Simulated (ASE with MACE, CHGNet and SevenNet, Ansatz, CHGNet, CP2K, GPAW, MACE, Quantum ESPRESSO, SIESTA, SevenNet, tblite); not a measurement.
# Machine-learned potentials on Ge(100) slab, H on the bottom face, dimerised (80 atoms): settings against a plane-wave reference

How do the settings of machine-learned potentials change the result for Ge(100) slab, H on the bottom face, dimerised (80 atoms)? A plane-wave run serves as the yardstick.

Calculated with ASE with MACE, CHGNet and SevenNet; the method is named at each step.

## Step 1: The starting structure

The cell holds 80 atoms: 64 Ge and 16 H. Cell: a = 16.003 Å, b = 8.002 Å, c = 20.785 Å, α = 90.0°, β = 90.0°, γ = 90.0°. It derives from Ge (diamond-structure). Diamond-structure Ge (a = 5.658 Å), (100) slab of 8 atomic planes, 4 x 2 surface cells, H on the broken bonds of the bottom face, 10 Å of vacuum; top atoms paired into dimers, p(2x2) buckling; displaced by a Gaussian of 0.02 Å. Then every atom was moved at random, 0.05 Å r.m.s. a Cartesian component (hydrogen 0.6 of that). Regions: slab, 64 atoms (64 Ge); hydrogen, 16 atoms (16 H). Vacuum lies along c.

The yardstick, on the same geometry:

| Quantity | Value |
| --- | --- |
| method | Kohn-Sham DFT, PBE, PAW, plane waves (Ansatz 0.2.0); cutoff 420 eV, Γ point, fermi-dirac smearing of 0.05 eV; PAW set soft_2 |
| r.m.s. force component | 0.7716 eV/Å |
| longest force | 3.375 eV/Å |
| SCF cycles | 11 |
| time | 26 s on 8 threads of Arm Neoverse V2, shared host |
| CPU time | 3.3 min |

## Step 2: MACE MP-0b2 small potential

Method: machine-learned interatomic potential MACE MP-0b2 small, trained on PBE(+U) plane-wave data.

File run.py:

```python
import numpy as np
from ase.io import read
import mlip  # loads the published weights by name

atoms = read("structure.xyz")
atoms.calc = mlip.calc("mace-mp-0b2-small")
energy = atoms.get_potential_energy()
forces = atoms.get_forces()
print(f"energy {energy:.6f} eV")
print("forces (eV/A)")
for i, (a, f) in enumerate(zip(atoms, forces)):
    print(f"{i:4d} {a.symbol:2s} {f[0]:10.5f} {f[1]:10.5f} {f[2]:10.5f}")
```

File structure.xyz:

```xyz
80
Lattice="16.00324 0.00000 0.00000 0.00000 8.00162 0.00000 0.00000 0.00000 20.78485" Properties=species:S:1:pos:R:3 pbc="T T T"
Ge 2.01737 2.00449 5.86548
Ge 15.89282 1.97688 7.27532
Ge 15.94659 3.97552 8.63216
Ge 1.93575 7.96945 10.20370
Ge 1.96936 2.05242 11.55825
Ge 0.08530 2.01633 12.96351
Ge 0.07361 0.00352 14.26672
Ge 2.00169 0.73823 15.85157
Ge 1.98968 6.00514 5.89334
Ge 15.99348 6.07027 7.24830
Ge 15.97699 7.99906 8.69680
Ge 2.10235 4.00177 10.01102
Ge 2.03097 6.04202 11.46264
Ge 15.98068 6.00089 12.98118
Ge 0.06529 3.93272 14.31369
Ge 2.03545 3.24402 15.17523
Ge 6.01434 1.99608 5.91183
Ge 3.93216 1.99024 7.24414
Ge 4.00001 4.08275 8.79220
Ge 5.98617 0.06785 10.17751
Ge 6.09675 1.95160 11.51377
Ge 4.06034 2.01929 13.00072
Ge 4.01057 7.98514 14.36067
Ge 5.95577 0.79352 15.02703
Ge 6.02170 5.98377 5.85676
Ge 3.95856 5.96897 7.22315
Ge 4.04466 7.87143 8.69139
Ge 5.98809 4.05066 10.09686
Ge 6.02330 5.97305 11.61187
Ge 4.01889 6.00538 12.97868
Ge 4.10179 3.89007 14.41263
Ge 6.10028 3.27402 15.76198
Ge 10.03387 2.00793 5.88274
Ge 8.07972 2.00049 7.26243
Ge 7.97890 3.95432 8.65336
Ge 10.08860 0.06665 10.04428
Ge 10.08044 1.96808 11.50067
Ge 8.05091 1.94367 12.87330
Ge 8.03683 0.04329 14.37439
Ge 10.05196 0.71478 15.86903
Ge 10.04731 5.98545 5.89396
Ge 7.99298 6.03666 7.32084
Ge 8.06147 7.92793 8.77245
Ge 10.00939 3.91303 10.14342
Ge 10.02699 5.99233 11.58589
Ge 7.99778 5.98617 12.91446
Ge 7.99650 4.05506 14.26132
Ge 10.03083 3.22257 15.07941
Ge 14.03068 1.99648 5.87027
Ge 12.00115 1.94727 7.24705
Ge 12.13478 3.98473 8.81007
Ge 14.09789 0.00136 10.07317
Ge 14.15503 2.15996 11.56864
Ge 11.95138 1.97928 12.96206
Ge 12.05108 7.97441 14.37252
Ge 14.01916 0.79552 15.14613
[... 20 atom lines left out ...]
H 14.01180 0.73951 4.98982
H 14.03292 3.24282 4.98566
H 14.03884 7.24747 5.01497
H 13.99659 4.75960 4.97818
```

On the command line:

```console
OMP_NUM_THREADS=1 python run.py > output.txt
```

The log of the run:

```text
energy -328.928631 eV
forces (eV/A)
   0 Ge   -0.93435    0.14322    0.19196
   1 Ge    1.25244   -0.11332   -0.15397
   2 Ge    1.09493    0.50935   -0.04229
   3 Ge    0.42147    1.14134   -1.07003
   4 Ge    1.09549   -0.08573   -0.63889
   5 Ge   -0.24278   -0.33853   -0.48057
   6 Ge    0.76025    0.17752    0.87617
   7 Ge    0.09505    0.09778   -0.52926
   8 Ge   -0.19546    0.65135   -0.55799
   9 Ge    0.04143   -0.58399    0.00375
  10 Ge    0.90755    0.09818   -0.22044
  11 Ge   -1.95760    0.04666    0.97104
  12 Ge   -0.22163   -1.23490    1.00876
  13 Ge    0.08900   -0.52984   -0.76396
  14 Ge   -2.02224    1.12160    0.29146
  15 Ge    0.33823   -1.28753    1.90236
  16 Ge    0.05564    0.20171   -0.33772
  17 Ge    0.78051    0.05948    0.89338
  18 Ge    0.91753   -0.64595   -1.67140
  19 Ge    0.32935   -1.41258   -0.65022
  20 Ge   -0.84427    1.31534    0.06671
  21 Ge   -0.07328   -0.62596   -1.50695
  22 Ge   -2.61277   -0.67493    0.03797
  23 Ge    1.17144    1.64354    1.87840
[...]
72 H     0.00063    0.40597   -0.09678
  73 H     0.00764   -0.48094   -0.02532
  74 H     0.02094    0.37530   -0.01511
  75 H     0.03987   -0.07490   -0.20583
  76 H     0.02095    0.32158   -0.09140
  77 H    -0.01216   -0.26651   -0.08510
  78 H    -0.09478   -0.29179   -0.05035
  79 H    -0.01316    0.26535   -0.02945
```

Run time: 7.9 s. Hardware: 1 thread of Arm Neoverse V2, shared host; peak memory 0.66 GiB.

Banners, paths, timers and routine set-up lines are dropped from the logs unmarked, and long logs keep their key lines alone; longer cuts are marked.

Against the reference:

* r.m.s. force component: 0.7401 eV/Å
* r.m.s. difference of force components: 247.8 meV/Å
* longest difference of force vectors: 1283 meV/Å
* force difference over r.m.s. force: 32.11 %
* slope of forces against the reference's: 0.9085
* correlation of force components: 0.9471

Length of the force difference by element (eV/Å):

```tsv
element	atoms	mean	most
Ge	64	0.39	1.3
H	16	0.14	0.24
```

A closer look about Ge63, which bears the longest force among the free atoms: 9 atoms, nearest first, numbered in the order of the input, with positions taken from that point.

```tsv
atom	x	y	z	distance (Å)	bonds	Fx	Fy	Fz (eV/Å)
Ge63	0.00	0.00	0.00	0.00	4	2.90	1.72	-1.06
Ge48	-1.97	-0.70	0.61	2.18	3	-2.01	-1.70	1.83
Ge54	-0.05	-1.94	-1.51	2.46	4	1.00	0.07	-0.43
Ge64	2.02	-0.77	1.26	2.50	3	0.32	0.47	0.05
Ge62	0.02	2.13	-1.51	2.61	4	0.09	-1.09	0.44
Ge56	2.02	-3.13	0.68	3.79	3	0.98	0.31	1.17
Ge55	0.05	-3.95	-0.10	3.95	4	-1.81	-0.06	0.16
Ge40	-1.95	-3.21	1.40	4.01	3	-0.05	0.23	-0.50
Ge47	-4.00	0.13	-0.21	4.01	4	-0.92	-0.78	0.35
```

Atoms are counted from 1 here, from 0 in the log.

Forces lie 32 % from the reference's, at 0.030 times its CPU time (on 1 against 8 cores).

The difference per atom is largest on Ge (0.39 eV/Å on average, against 0.14 on H).

## Step 3: CHGNet 0.3.0 potential

Method: machine-learned interatomic potential CHGNet 0.3.0, trained on PBE(+U) plane-wave data.

run.py, as its differences from that of step 2:

```diff
@@ -5,3 +5,3 @@
 atoms = read("structure.xyz")
-atoms.calc = mlip.calc("mace-mp-0b2-small")
+atoms.calc = mlip.calc("chgnet-0.3.0")
 energy = atoms.get_potential_energy()
```

structure.xyz is that of step 2.

The log of the run:

```text
CHGNet v0.3.0 initialized with 412,525 parameters
CHGNet will run on cpu
energy -330.866943 eV
forces (eV/A)
   0 Ge   -0.52440    0.16001    0.31368
   1 Ge    0.84813   -0.07049   -0.09616
   2 Ge    0.87011    0.39970   -0.20503
   3 Ge    0.31726    0.95318   -0.82343
   4 Ge    0.95274    0.02037   -0.51590
   5 Ge   -0.22562   -0.46027   -0.45076
   6 Ge    0.82767   -0.28577    0.76790
   7 Ge    0.04136    0.06640   -0.50588
   8 Ge   -0.20403    0.69615   -0.25065
   9 Ge    0.01480   -0.45862   -0.08730
  10 Ge    0.67693    0.12413   -0.18813
  11 Ge   -1.89367   -0.07753    0.96472
  12 Ge   -0.08674   -1.05211    0.90096
  13 Ge    0.01876   -0.37127   -0.54975
  14 Ge   -1.99704    1.49749    0.32596
  15 Ge    0.39825   -1.20024    1.72276
  16 Ge   -0.04970    0.45233   -0.16492
  17 Ge    0.55354    0.02106    0.52660
  18 Ge    1.12513   -0.42235   -1.44310
  19 Ge    0.05579   -1.16612   -0.60073
  20 Ge   -0.58752    1.11676    0.19961
  21 Ge   -0.12406   -0.57797   -1.26852
  22 Ge   -2.83994   -1.07883   -0.07069
  23 Ge    1.34327    1.63510    1.72260
[...]
72 H    -0.01027    0.50189   -0.19802
  73 H    -0.00243   -0.54695   -0.15094
  74 H    -0.00042    0.53804   -0.12623
  75 H     0.01042   -0.28611   -0.29422
  76 H     0.00723    0.52521   -0.22392
  77 H     0.02158   -0.42100   -0.26425
  78 H    -0.01997   -0.51213   -0.19241
  79 H    -0.01388    0.41573   -0.20743
```

Run time: 3.6 s. Hardware: 1 thread; peak memory 0.65 GiB.

Compared with the plane-wave run:

* r.m.s. force component: 0.703 eV/Å
* r.m.s. difference of force components: 304 meV/Å
* longest difference of force vectors: 1239 meV/Å
* force difference over r.m.s. force: 39.4 %
* slope of forces against the reference's: 0.8374
* correlation of force components: 0.9192

Against the first run (32 %), the force difference from the reference is 39 %, at 0.52 times the CPU time.

The difference per atom is largest on Ge (0.53 eV/Å on average, against 0.15 on H).

## Step 4: SevenNet l3i5 potential

Method: machine-learned interatomic potential SevenNet l3i5, trained on PBE(+U) plane-wave data.

run.py, as its differences from that of step 3:

```diff
@@ -5,3 +5,3 @@
 atoms = read("structure.xyz")
-atoms.calc = mlip.calc("chgnet-0.3.0")
+atoms.calc = mlip.calc("7net-l3i5")
 energy = atoms.get_potential_energy()
```

structure.xyz is that of step 3.

The log of the run:

```text
energy -333.442017 eV
forces (eV/A)
   0 Ge   -0.89898    0.17029    0.19016
   1 Ge    1.35449   -0.10259    0.17239
   2 Ge    0.95560    0.46204   -0.23834
   3 Ge    0.54352    1.26155   -1.14790
   4 Ge    1.09958    0.05107   -0.76506
   5 Ge   -0.24848   -0.31103   -0.10307
   6 Ge    0.61762    0.06550    0.88337
   7 Ge    0.08395    0.12203   -0.29556
   8 Ge   -0.20392    0.59154   -0.50420
   9 Ge    0.00179   -0.52096    0.31544
  10 Ge    0.80985    0.07056   -0.49651
  11 Ge   -2.02612   -0.07191    1.13728
  12 Ge   -0.22686   -1.33759    1.05191
  13 Ge    0.15965   -0.36970   -0.76158
  14 Ge   -1.81287    1.05936    0.40503
  15 Ge    0.36134   -1.52318    1.37610
  16 Ge    0.02046    0.13520   -0.15569
  17 Ge    0.84002    0.11433    1.11846
  18 Ge    1.04448   -0.55503   -1.96446
  19 Ge    0.24144   -1.26842   -0.59874
  20 Ge   -0.82493    1.12276    0.05679
  21 Ge   -0.04884   -0.51043   -1.12144
  22 Ge   -2.41059   -0.72319    0.08539
  23 Ge    1.19306    1.88129    1.38287
[...]
72 H    -0.00631   -0.00765   -0.17770
  73 H     0.01598   -0.14959   -0.13215
  74 H     0.02528    0.12276   -0.05842
  75 H     0.04723    0.24817   -0.26420
  76 H     0.05133   -0.08263   -0.18515
  77 H     0.01128    0.12623   -0.17231
  78 H    -0.09015    0.08849   -0.16576
  79 H     0.00095   -0.07264   -0.09003
```

The job ended after 9.3 s (1 thread; peak memory 1.1 GiB).

Against the reference:

| Item | Value |
| --- | --- |
| r.m.s. force component | 0.7037 eV/Å |
| r.m.s. difference of force components | 248.6 meV/Å |
| longest difference of force vectors | 972.8 meV/Å |
| force difference over r.m.s. force | 32.22 % |
| slope of forces against the reference's | 0.8639 |
| correlation of force components | 0.9473 |

Against the first run (32 %), the force difference from the reference is 32 %, at 1.4 times the CPU time.

## Step 5: Side by side

Differences are against the plane-wave reference, forces as r.m.s. over components; share is that over the reference's r.m.s. force, slope the least-squares factor from reference forces to these. Total energies of different programs have different zeros and aren't compared.

```tsv
run	Δ force, r.m.s. (meV/Å)	share (%)	slope	cores	CPU time	memory (GiB)
reference	-	-	-	8	3.3 min	3.7
MACE MP-0b2 small potential	248	32.1	0.908	1	5.9 s	0.66
CHGNet 0.3.0 potential	304	39.4	0.837	1	3.1 s	0.65
SevenNet l3i5 potential	249	32.2	0.864	1	8 s	1.1
```

Times of the machine-learned potentials are mostly Python's start and the loading of weights.

CPU time is summed over cores on a shared host, where runs went side by side, so it is rough. Symmetry, cutoffs, thresholds, outputs and thread counts weren't matched or tuned between programs; memory under MPI is the largest rank's times the ranks.

## Step 6: Outcome

- nearest in forces: a tie at 32 % of 2 runs: MACE MP-0b2 small potential; SevenNet l3i5 potential

Machine-learned potentials differ by 32 % (MACE MP-0b2 small potential) to 39 % (CHGNet 0.3.0 potential); they were trained on other programs' data. Among those trained on PBE data the slope goes as low as 0.84, which softening far from their training structures can give, though the reference's k-sampling is untested too. Machine-learned potentials mimic data converged in k, so the reference's own k-point error enters their differences. The runs have no spin polarisation, so any moments at edges, vacancies or dangling bonds can't form. The electronic-structure runs sample only Γ, in a cell whose shortest periodic width is 8 Å, which is coarse for a cell with partly filled levels.

[Also dropped from logs without a mark: logging warnings of Python, and SIESTA's first energy breakdown and zero terms.]

[Logs are printed without paths, hosts, clocks, repeated set-up lines and the standing remarks that a program may print on its own settings, such as how far it seeks lower states.]

[Hosts, paths, dates, database ids (printed as entryN), source tags and the programs' standing remarks are cut or masked in the printed files.]
